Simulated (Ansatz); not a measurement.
# Starting-point dependence of the GW gap of MoS2 (P6_3/mmc)

One-shot GW is not self-consistent; how far does the start matter for MoS2 (P6_3/mmc)?

Main program and level: Ansatz 0.2.0; G0W0 on several functionals, plane waves, PAW.

The database entry behind the starting cell differs from later determinations by our own check (about 0.3 % long), so it need not match the best structure at ambient conditions.

In doubt: masses and optical values from hybrid runs of this build are listed as unsure (step 5), which bears on the screening that GW takes from such a start.

## 1. The starting structure

Symmetry: P6_3/mmc, No. 194, hexagonal system. The conventional cell has a = 3.169 Å, b = 3.169 Å, c = 12.324 Å, α = 90.00°, β = 90.00°, γ = 120.00°. Nearest to Mo lie 6 S at 2.41 Å. S has 3 Mo at 2.41 Å nearest. Farther neighbours and most contacts between anions are not listed.

The cell and positions come from the Crystallography Open Database and are kept as given unless a step says otherwise. The default PAW set here is soft_2. Its files were made with PBE.

## 2. G0W0 on LDA

Now the one-shot GW correction: screening in the RPA, then the self-energy of the levels asked for.

This step: G0W0 on LDA, plane waves, PAW.

Contents of input.yaml:

```yaml
crystal:
  lattice:
    - [3.169, 0.0, 0.0]
    - [-1.5845, 2.7444345046, 0.0]
    - [0.0, 0.0, 12.324]
  atoms:
    - { symbol: Mo, position: [0.3333333333, 0.6666666667, 0.25] }
    - { symbol: Mo, position: [0.6666666667, 0.3333333333, 0.75] }
    - { symbol: S, position: [0.3333333333, 0.6666666667, 0.623] }
    - { symbol: S, position: [0.6666666667, 0.3333333333, 0.123] }
    - { symbol: S, position: [0.3333333333, 0.6666666667, 0.877] }
    - { symbol: S, position: [0.6666666667, 0.3333333333, 0.377] }
kpoints:
  mp_grid: { grid: [6, 6, 2] }
hamiltonian:
  xc: lda
scf:
  occupations: { method: fixed }
gw:
  n_empty_bands: 243
  ecut_chi: 100
  qp_bands: [v2, c2]
  qp_kpoints: band_edges
  screening: { model: contour_deformation }
```

Command:

```bash
$ ansatz run input.yaml --threads 3 --pin off --max-ram 92160MiB --backend cuda --events-out ev --progress --plain --runs-dir out --devices 1 --max-vram 13GiB
```

Numbers of over 12 decimals in the logs are rounded to 6 here.

What it wrote:

```text
GPUs: using 1 of 1 available (devices: 1).
Engine: ansatz 0.2.0, x86_64-unknown-linux-gnu
Pseudopotentials: kind: paw
Pseudopotential: Mo, paw, valence charge 14, recommended cutoff 420 eV (normal), Mo.paw.azcp
Pseudopotential: S, paw, valence charge 6, recommended cutoff 420 eV (normal), S.paw.azcp
Functional definition: SPW92
  exchange = slater_x
  correlation = pw_c
device memory: the entry about to start is reckoned to put 1.1 GiB on a device that reports 56.4 GiB free (of which the cap on the GPU budget leaves the run 13.0 GiB)
GPU FFT provider: cuFFT
GPU libraries: cuBLAS 13.8.2, cuFFT 12.4.0, cuSOLVER 12.3.4
Crystal: 6 atoms, lattice volume = 107.183 Å³
Basis set: ecut = 420 eV, 2081 PW (Γ)
Bands: 32, of which v1, the nominal top of the filled ones, is band 26 counted from 1 (25 counted from 0)
Symmetry: 24 space group operations
Space group: P63/mmc (ITA 194), of the structure as read, at distance tolerance 4.8e-5 Å
k-points: 14 of 72
Non-local potential: Mo, projectors of the file, l = 0: 3, l = 1: 2, l = 2: 2, l = 3: 1
Non-local potential: S, projectors of the file, l = 0: 2, l = 1: 2, l = 2: 2
PAW form: soft (Blöchl's): semilocal exchange-correlation on the pseudo side does not see the compensation charge
PAW frozen core: Mo, regenerated for the run's functional, and the local potential with it (the file was generated under x = pbe(κ = 0.804, μ = 0.219515), c = pbe(β = 0.066725))
PAW frozen core: S, regenerated for the run's functional, and the local potential with it (the file was generated under x = pbe(κ = 0.804, μ = 0.219515), c = pbe(β = 0.066725))
PAW one-centre angular grid: Mo, 590 points (default); XC on 64 Gauss nodes
PAW one-centre angular grid: S, 110 points (default); XC on 64 Gauss nodes
Initial density: superposition of atomic densities (neutral atoms: chi_scale 0, normalization atom), corrected by the library's trained network
Initial wavefunctions: pseudopotential atomic-orbital guess
GPU buffer pool allocated for 51840 grid points (all kernels)
GPU transforms: local potential and band sums: pruned to the plane-wave sphere, on 24×24×90
Functional: x = slater, c = lda
SCF iter   1: F=—  HF=-13169.701403 eV  |F-HF|=—  |Δ(HF+E_count)|=         —  Δρ=7.58e-3  dr2=3.24e-2  ethr=1.77e-3  ⟨swp⟩=5.0  Hψ=1661  notcnv=0  defer=42
preconditioner: auto → Resta (q_TF=auto, 2.418 Å⁻¹)  ε∞=8.8  [insulator: Δε(μ)=0.810 eV  Ē_g=7.685 eV  n_scr=26 (ndim 8)  ℏωp=21.5 eV  f_vac=0.016  ε∞_Penn≈8.8]
SCF iter   2: F=—  HF=-13169.702272 eV  |F-HF|=—  |Δ(HF+E_count)|=   8.69e-4  Δρ=4.17e-3  dr2=6.88e-3  ethr=6.23e-5  ⟨swp⟩=2.8  Hψ=819  notcnv=0  defer=54
SCF iter   3: F=—  HF=-13169.702625 eV  |F-HF|=—  |Δ(HF+E_count)|=   3.53e-4  Δρ=1.95e-3  dr2=2.01e-3  ethr=1.32e-5  ⟨swp⟩=2.1  Hψ=574  notcnv=0  defer=54
SCF iter   4: F=—  HF=-13169.702651 eV  |F-HF|=—  |Δ(HF+E_count)|=   2.66e-5  Δρ=2.15e-4  dr2=1.60e-4  ethr=3.87e-6  ⟨swp⟩=2.4  Hψ=603  notcnv=0  defer=49
SCF iter   5: F=—  HF=-13169.702640 eV  |F-HF|=—  |Δ(HF+E_count)|=   1.16e-5  Δρ=5.30e-5  dr2=3.59e-6  ethr=3.07e-7  ⟨swp⟩=2.0  Hψ=630  notcnv=0  defer=5
SCF iter   6: F=—  HF=-13169.702640 eV  |F-HF|=—  |Δ(HF+E_count)|=   7.90e-8  Δρ=1.23e-5  dr2=3.21e-7  ethr=6.91e-9  ⟨swp⟩=2.4  Hψ=708  notcnv=0
SCF iter   7: F=-13169.702640 eV  HF=-13169.702640 eV  |F-HF|=4.66e-10  |Δ(HF+E_count)|=   4.17e-8  Δρ=2.84e-6  dr2=1.01e-8  ethr=1.92e-10  ⟨swp⟩=4.1  Hψ=1270  notcnv=0
SCF 1 converged in 7 iterations: F = -13169.702640 eV  dr2 = 1.01e-8
  greatest PAW one-centre occupation: 0.999 electrons in one spin orbital (limit 2), on the Mo atom at site 1 (counted from 0), in its partial waves of l = 0
device memory: the entry about to start is reckoned to put 1.2 GiB (of the 1.3 GiB reckoned in all, the device holds 0.1 GiB already) on a device that reports 56.8 GiB free (of which the cap on the GPU budget leaves the run 12.9 GiB)
NSCF: frozen V_eff on 14 k-points, pencils in batches of 32, up to order 128
the band table was solved once the SCF had ended and its energy, with any forces and stress, was formed, with the checks that follow a solve (1771 applications of the Hamiltonian). They found nothing against the state; the energy, forces and stress were not computed again (output.eigenvalues in the input reference)
device memory: the entry about to start is reckoned to put 4.1 GiB on a device that reports 56.8 GiB free (of which the cap on the GPU budget leaves the run 13.0 GiB)
NSCF: frozen V_eff on 14 k-points
G₀W₀ screening: q 1/14
[... further progress lines ...]
SCF converged after 7 iterations
Free energy (F): -13169.702640 eV
Harris-Foulkes:  -13169.702640 eV  (|F-HF|=4.66e-10)
Internal energy: -13169.702640 eV  (E = F + TS)
E sigma→0 (E₀):  -13169.702640 eV
Fermi energy:    10.668863 eV
--- Per-component energies (eV) ---
  E_band       = -322.803246
  E_kinetic    = 1312.703064
  E_local      = -3939.063512  (includes V_loc(G=0)·N_el)
  E_nonlocal   = 412.303121
  E_hartree    = 1508.593494
  E_xc         = -751.283567
  E_vxc        = -810.096955  (∫ρ·V_xc dr)
  E_paw        = -8453.297270  (= ΣΔE_a)
  E_vpaw       = -315.839739  (= ΣTr[D̂ρ^β])
  E_aug_tail   = 0.000055  (compensation charges beyond the density's cutoff)
  E_ewald      = -3261.216446
  E_core_change = 1.558423  (= ΣΔE_core)
  E_smearing   = -0.000000  (= −TS)
  E_closure    = 0.000000  (closes the sum)
  Σ components = -13169.702640   (vs F -13169.702640, Δ=0.00e0)
--- Band table (eV; the first three rows and the last of 14) ---
  k-point 0: bands = [... 22 lower, 8.5281, 9.4647, 9.5071, 10.6689, 12.7468, 12.7468, 12.7744, 12.7744, ... 2 higher]
  k-point 1: bands = [... 22 lower, 8.5047, 8.5047, 10.3997, 10.3997, 12.7522, 12.7522, 12.7522, 12.7522, ... 2 higher]
  k-point 2: bands = [... 22 lower, 8.6033, 9.4423, 9.5350, 9.8871, 12.1095, 12.4767, 12.5062, 12.7054, ... 2 higher]
  k-point 13: bands = [... 22 lower, 7.8142, 7.8142, 9.9409, 9.9409, 11.6864, 11.6864, 12.8898, 12.8898, ... 2 higher]
--- G₀W₀: contour deformation, 7 samples at zero and on the imaginary axis and 1 off it, 72 q-points, 243 empty bands' worth ---
  eigenvalues of the whole cell's RPA ε∞ on this k-mesh (on a slab, of 1 + 4πα/V) = 6.6422, 15.5518, 15.5518; static W/v taken at q = 0 is 0.067514
  bands read: the sum over 269 bands ends inside a degenerate multiplet in 7 slots, whose members it reads at an even weight; the widest, k=1: bands 269 to 270 (counted from 1) at 1/2 each
  gw.qp_kpoints: band_edges: 12 of 14 stored k-points solved, in 1 pass; an edge of the gap read off the rows below is read off those points alone
    valence top: of the k-points left out ik 7 came nearest to being solved in a further pass, in band 25 (counted from 1, as in the quasiparticle table): it holds the edge there only if its correction is more favourable than any solved in that band by at least 1.274 eV; those differ by 0.469 eV
    conduction bottom: of the k-points left out ik 5 came nearest to being solved in a further pass, in band 27 (counted from 1, as in the quasiparticle table): it holds the edge there only if its correction is more favourable than any solved in that band by at least 0.707 eV; those differ by 0.256 eV
    ik  band        ε_KS         Σx   Σc(E_QP)       V_xc       Z   E_QP_lin       E_QP  E_QP is
     0    25      9.5071   -18.5072     2.0669   -16.2995  0.7466     9.3660     9.3663  root
     0    26     10.6689   -19.6830     0.5893   -19.3472  0.7395    10.9219    10.9225  root
     0    27     12.7468   -13.7693    -4.2565   -18.6930  0.7402    13.4238    13.4140  root
     0    28     12.7468   -13.7693    -4.2565   -18.6930  0.7402    13.4238    13.4140  root
     1    25     10.3997   -19.3661     0.8603   -18.7028  0.7410    10.5963    10.5967  root
     1    26     10.3997   -19.3661     0.8603   -18.7028  0.7410    10.5963    10.5967  root
     1    27     12.7522   -13.7132    -4.2529   -18.6264  0.7400    13.4221    13.4124  root
     1    28     12.7522   -13.7132    -4.2529   -18.6264  0.7400    13.4221    13.4124  root
     2    25      9.5350   -18.5409     2.0265   -16.3815  0.7467     9.4018     9.4021  root
     2    26      9.8871   -19.3493     0.9747   -18.5978  0.7374    10.1096    10.1103  root
     2    27     12.1095   -13.5350    -4.0320   -18.1653  0.7415    12.7149    12.7078  root
     2    28     12.4767   -13.9254    -4.4217   -19.0827  0.7473    13.2235    13.2123  root
     3    25      9.8404   -19.3245     1.1189   -18.3925  0.7379    10.0268    10.0273  root
     3    26      9.8404   -19.3245     1.1189   -18.3925  0.7379    10.0268    10.0273  root
     3    27     12.3175   -13.8297    -4.1785   -18.6506  0.7402    12.9686    12.9598  root
     3    28     12.3175   -13.8297    -4.1785   -18.6506  0.7402    12.9686    12.9598  root
     4    25      8.8321   -18.4951     1.4014   -17.2767  0.7290     9.0144     9.0152  root
     4    26      9.1020   -19.0022     1.3320   -17.8734  0.7321     9.3046     9.3053  root
     4    27     11.9979   -14.1485    -4.2631   -19.1019  0.7380    12.6983    12.6882  root
     4    28     12.1321   -15.2836    -4.2820   -20.3064  0.7315    12.8853    12.8729  root
     6    25      9.2478   -17.6348     1.4123   -16.2485  0.7467     9.2738     9.2738  root
     6    26      9.3747   -18.3639     1.2889   -17.1933  0.7423     9.4928     9.4931  root
     6    27     12.2394   -16.5966    -4.6589   -22.1102  0.7231    13.1130    13.0940  root
     6    28     12.2861   -16.5639    -4.6876   -22.1000  0.7221    13.1540    13.1347  root
[...]
12    25      9.8647   -19.0485     0.5741   -18.7926  0.7398    10.1818    10.1830  root
    12    26     10.0383   -19.4804     0.5122   -19.3073  0.7396    10.3763    10.3774  root
    12    27     11.6851   -16.0537    -3.9305   -20.7390  0.7351    12.4506    12.4398  root
    12    28     11.6851   -16.0537    -3.9305   -20.7390  0.7351    12.4506    12.4398  root
    13    25      9.9409   -19.2079     0.5384   -18.9975  0.7399    10.2677    10.2689  root
    13    26      9.9409   -19.2079     0.5384   -18.9975  0.7399    10.2677    10.2689  root
    13    27     11.6864   -16.0483    -3.9299   -20.7325  0.7352    12.4513    12.4406  root
    13    28     11.6864   -16.0483    -3.9299   -20.7325  0.7352    12.4513    12.4406  root
```

Run time: 14 s. Hardware: 1 × NVIDIA H100 80GB HBM3 (shared by 6 runs) with 3 threads of AMD EPYC 7R13 (Zen 3), shared host; peak memory 1.3 GiB.

The column dr2 measures how far the density is from self-consistency, as an energy; F and HF (Harris–Foulkes) agree once it is small.

Numbers from this step:

| Item | Value |
| --- | --- |
| bands summed | 269 |
| RPA ε∞ on this mesh (eigenvalues) | 6.642, 15.55, 15.55 |
| plane waves in the screening matrix | 255 |
| q-points in the mesh | 72 |
| G0W0 gap on the mesh | 1.175 eV |
| k of the valence top | 0, 0, 0 |
| k of the conduction bottom | 0.1667, 0.1667, 0 |
| starting gap on the mesh | 0.8122 eV |
| Z at the valence top | 0.7395 |
| Z at the conduction bottom | 0.7502 |
| least direct G0W0 gap on the computed points | 2.062 eV |

The gap on the mesh goes from 0.81 eV to 1.17 eV, a correction of +0.36 eV. Between the two edge states, bare exchange in place of the xc potential would open the gap by 4.77 eV, and correlation takes back 4.40 eV.

## 3. G0W0 on PBE

The same correction from a different start measures what one shot leaves open.

This step: G0W0 on PBE, plane waves, PAW.

Changes to input.yaml since step 2:

```diff
@@ -15,3 +15,3 @@
 hamiltonian:
-  xc: lda
+  xc: pbe
 scf:
```

What it wrote:

```text
GPUs: using 1 of 1 available (devices: 1).
[...]
GPU FFT provider: cuFFT
GPU libraries: cuBLAS 13.8.2, cuFFT 12.4.0, cuSOLVER 12.3.4
Crystal: 6 atoms, lattice volume = 107.183 Å³
Basis set: ecut = 420 eV, 2081 PW (Γ)
Bands: 32, of which v1, the nominal top of the filled ones, is band 26 counted from 1 (25 counted from 0)
Symmetry: 24 space group operations
[...]
k-points: 14 of 72
[...]
GPU buffer pool allocated for 51840 grid points (all kernels)
[...]
SCF iter   1: F=—  HF=-13525.526697 eV  |F-HF|=—  |Δ(HF+E_count)|=         —  Δρ=5.46e-3  dr2=7.41e-3  ethr=1.77e-3  ⟨swp⟩=5.0  Hψ=1664  notcnv=0  defer=42
[...]
SCF iter   7: F=-13525.540647 eV  HF=-13525.540647 eV  |F-HF|=7.09e-10  |Δ(HF+E_count)|=   5.96e-8  Δρ=2.23e-6  dr2=6.40e-9  ethr=1.92e-10  ⟨swp⟩=4.9  Hψ=1310  notcnv=0
SCF 1 converged in 7 iterations: F = -13525.540647 eV  dr2 = 6.40e-9
[...]
NSCF: frozen V_eff on 14 k-points, pencils in batches of 32, up to order 128
[...]
NSCF: frozen V_eff on 14 k-points
G₀W₀ screening: q 1/14
[... further progress lines ...]
SCF converged after 7 iterations
Free energy (F): -13525.540647 eV
[...]
Internal energy: -13525.540647 eV  (E = F + TS)
E sigma→0 (E₀):  -13525.540647 eV
Fermi energy:    10.896774 eV
[...]
--- Band table (eV; the first three rows and the last of 14) ---
  k-point 0: bands = [... 22 lower, 8.7669, 9.7117, 9.7496, 10.8968, 12.9944, 12.9944, 13.0224, 13.0224, ... 2 higher]
  k-point 1: bands = [... 22 lower, 8.7436, 8.7436, 10.6302, 10.6302, 12.9998, 12.9998, 12.9998, 12.9998, ... 2 higher]
  k-point 2: bands = [... 22 lower, 8.8399, 9.7099, 9.7325, 10.1259, 12.3854, 12.7493, 12.7590, 12.9531, ... 2 higher]
  k-point 13: bands = [... 22 lower, 8.0256, 8.0256, 10.2018, 10.2018, 11.9456, 11.9456, 13.1987, 13.1987, ... 2 higher]
[...]
0    25      9.7496   -18.6978     1.1475   -17.5874  0.7316     9.7866     9.7867  root
     0    26     10.8968   -19.7402     0.6610   -19.1818  0.7392    10.9992    10.9994  root
     0    27     12.9944   -13.7864    -4.2040   -18.5169  0.7404    13.5267    13.5209  root
     0    28     12.9944   -13.7864    -4.2040   -18.5169  0.7404    13.5267    13.5209  root
     1    25     10.6302   -19.4298     0.9234   -18.5535  0.7406    10.6773    10.6773  root
     1    26     10.6302   -19.4298     0.9234   -18.5535  0.7406    10.6773    10.6773  root
     1    27     12.9998   -13.7331    -4.1993   -18.4521  0.7402    13.5253    13.5195  root
     1    28     12.9998   -13.7331    -4.1993   -18.4521  0.7402    13.5253    13.5195  root
[...]
13    25     10.2018   -19.2682     0.5936   -18.8105  0.7397    10.3374    10.3377  root
    13    26     10.2018   -19.2682     0.5936   -18.8105  0.7397    10.3374    10.3377  root
    13    27     11.9456   -16.1207    -3.8432   -20.5422  0.7348    12.5297    12.5239  root
    13    28     11.9456   -16.1207    -3.8432   -20.5422  0.7348    12.5297    12.5239  root
```

It took 19 s on 1 × NVIDIA H100 80GB HBM3 (shared by 6 runs) with 3 threads; peak memory 1.3 GiB; 20 s of CPU time.

Numbers from this step:

- bands summed: 269
- RPA ε∞ on this mesh (eigenvalues): 6.249, 15.26, 15.26
- plane waves in the screening matrix: 255
- q-points in the mesh: 72
- G0W0 gap on the mesh: 1.207 eV
- k of the valence top: 0, 0, 0
- k of the conduction bottom: 0.1667, 0.1667, 0
- starting gap on the mesh: 0.8857 eV
- Z at the valence top: 0.7392
- Z at the conduction bottom: 0.7492
- least direct G0W0 gap on the computed points: 2.079 eV

Against the run with 6×6×2 mesh, 243 empty bands, screening to 100 eV on LDA, the gap moves by +0.03 eV, while the start moved by +0.07 eV.

## 4. G0W0 on r2SCAN

This step: G0W0 on r2SCAN, plane waves, PAW.

Changes to input.yaml since step 3:

```diff
@@ -15,3 +15,3 @@
 hamiltonian:
-  xc: pbe
+  xc: r2scan
 scf:
```

What it wrote:

```text
GPUs: using 1 of 1 available (devices: 1).
[...]
GPU FFT provider: cuFFT
GPU libraries: cuBLAS 13.8.2, cuFFT 12.4.0, cuSOLVER 12.3.4
Crystal: 6 atoms, lattice volume = 107.183 Å³
Basis set: ecut = 500 eV, 2739 PW (Γ), exchange–correlation on 96×96×360 points (64 copies of the dense FFT grid, shifted against one another)
Bands: 32, of which v1, the nominal top of the filled ones, is band 26 counted from 1 (25 counted from 0)
[...]
1    28     13.0381   -13.7521    -4.1760   -18.4367  0.7480    13.5518    13.5467  root
[...]
13    25     10.0580   -19.3357     0.6026   -18.9005  0.7470    10.2250    10.2253  root
    13    26     10.0580   -19.3357     0.6026   -18.9005  0.7470    10.2250    10.2253  root
    13    27     11.9088   -16.2497    -3.7651   -20.5632  0.7413    12.4621    12.4572  root
    13    28     11.9088   -16.2497    -3.7651   -20.5632  0.7413    12.4621    12.4572  root
[key lines of the parts left out:]
SCF converged after 7 iterations
Free energy (F): -13564.281795 eV
Fermi energy:    10.793810 eV
```

Wall time 21 s (1 × NVIDIA H100 80GB HBM3 (shared by 6 runs) with 3 threads); peak memory 1.5 GiB; 20 s of CPU time.

Numbers from this step:

* bands summed: 269
* RPA ε∞ on this mesh (eigenvalues): 5.790, 14.16, 14.16
* plane waves in the screening matrix: 255
* G0W0 gap on the mesh: 1.278 eV
* k of the valence top: 0, 0, 0
* k of the conduction bottom: 0.1667, 0.1667, 0
* starting gap on the mesh: 0.9903 eV
* least direct G0W0 gap on the computed points: 2.127 eV

Against the run with 6×6×2 mesh, 243 empty bands, screening to 100 eV on PBE, the gap moves by +0.07 eV, while the start moved by +0.10 eV.

## 5. G0W0 on HSE06

This step: G0W0 on HSE06, plane waves, PAW.

Changes to input.yaml since step 4:

```diff
@@ -15,3 +15,3 @@
 hamiltonian:
-  xc: r2scan
+  xc: hse06
 scf:
```

What it wrote:

```text
GPUs: using 1 of 1 available (devices: 1).
[...]
davidson cushion auto → on  (no smearing: the cushion is to keep the highest requested band from converging to the state above it; pin scf.eigensolver.cushion to override)
[...]
GPU FFT provider: cuFFT
GPU libraries: cuBLAS 13.8.2, cuFFT 12.4.0, cuSOLVER 12.3.4
Crystal: 6 atoms, lattice volume = 107.183 Å³
Basis set: ecut = 420 eV, 2081 PW (Γ)
[...]
1    27     13.3482   -13.5449    -4.1144   -17.9261  0.7671    13.6160    13.6150  root
     1    28     13.3482   -13.5449    -4.1144   -17.9261  0.7671    13.6160    13.6150  root
[...]
13    25      9.8266   -19.1029     0.5386   -18.8397  0.7671    10.1014    10.1021  root
    13    26      9.8266   -19.1029     0.5386   -18.8397  0.7671    10.1014    10.1021  root
    13    27     12.0384   -15.9811    -3.6614   -20.0458  0.7624    12.4436    12.4417  root
    13    28     12.0384   -15.9811    -3.6614   -20.0458  0.7624    12.4436    12.4417  root
[key lines of the parts left out:]
Free energy (F): -13531.565462 eV
Fermi energy:    10.522562 eV
```

The job ended after 33 s (1 × NVIDIA H100 80GB HBM3 (shared by 6 runs) with 3 threads; peak memory 1.7 GiB).

Numbers from this step:

```yaml
bands_summed: 269
rpa_eps_infinity_on_this_mesh_eigenvalues: 5.143, 12.04, 12.04
plane_waves_in_the_screening_matrix: 255
g0w0_gap_on_the_mesh: 1.421 eV
k_of_the_valence_top: 0, 0, 0
k_of_the_conduction_bottom: 0.1667, 0.1667, 0
starting_gap_on_the_mesh: 1.444 eV
least_direct_g0w0_gap_on_the_computed_points: 2.233 eV
```

Against the run with 6×6×2 mesh, 243 empty bands, screening to 100 eV on r2SCAN, the gap moves by +0.14 eV, while the start moved by +0.45 eV.

(Part 1 of 2 ends here.)

[Paths, hosts, dates, memory and timing lines, banners, echoed tables and standing remarks are left out of the program output.]

[Logs are printed without paths, hosts, clocks, repeated set-up lines and the standing remarks that a program may print on its own settings, such as how far it seeks lower states.]

[Runs of the session that timed out or met a known fault of the program may be left out.]

[Cells called generated may have been cut or substituted from an entry of the Crystallography Open Database or the Materials Project.]

[Hosts, paths, dates, database ids (printed as entryN), source tags and the programs' standing remarks are cut or masked in the printed files.]
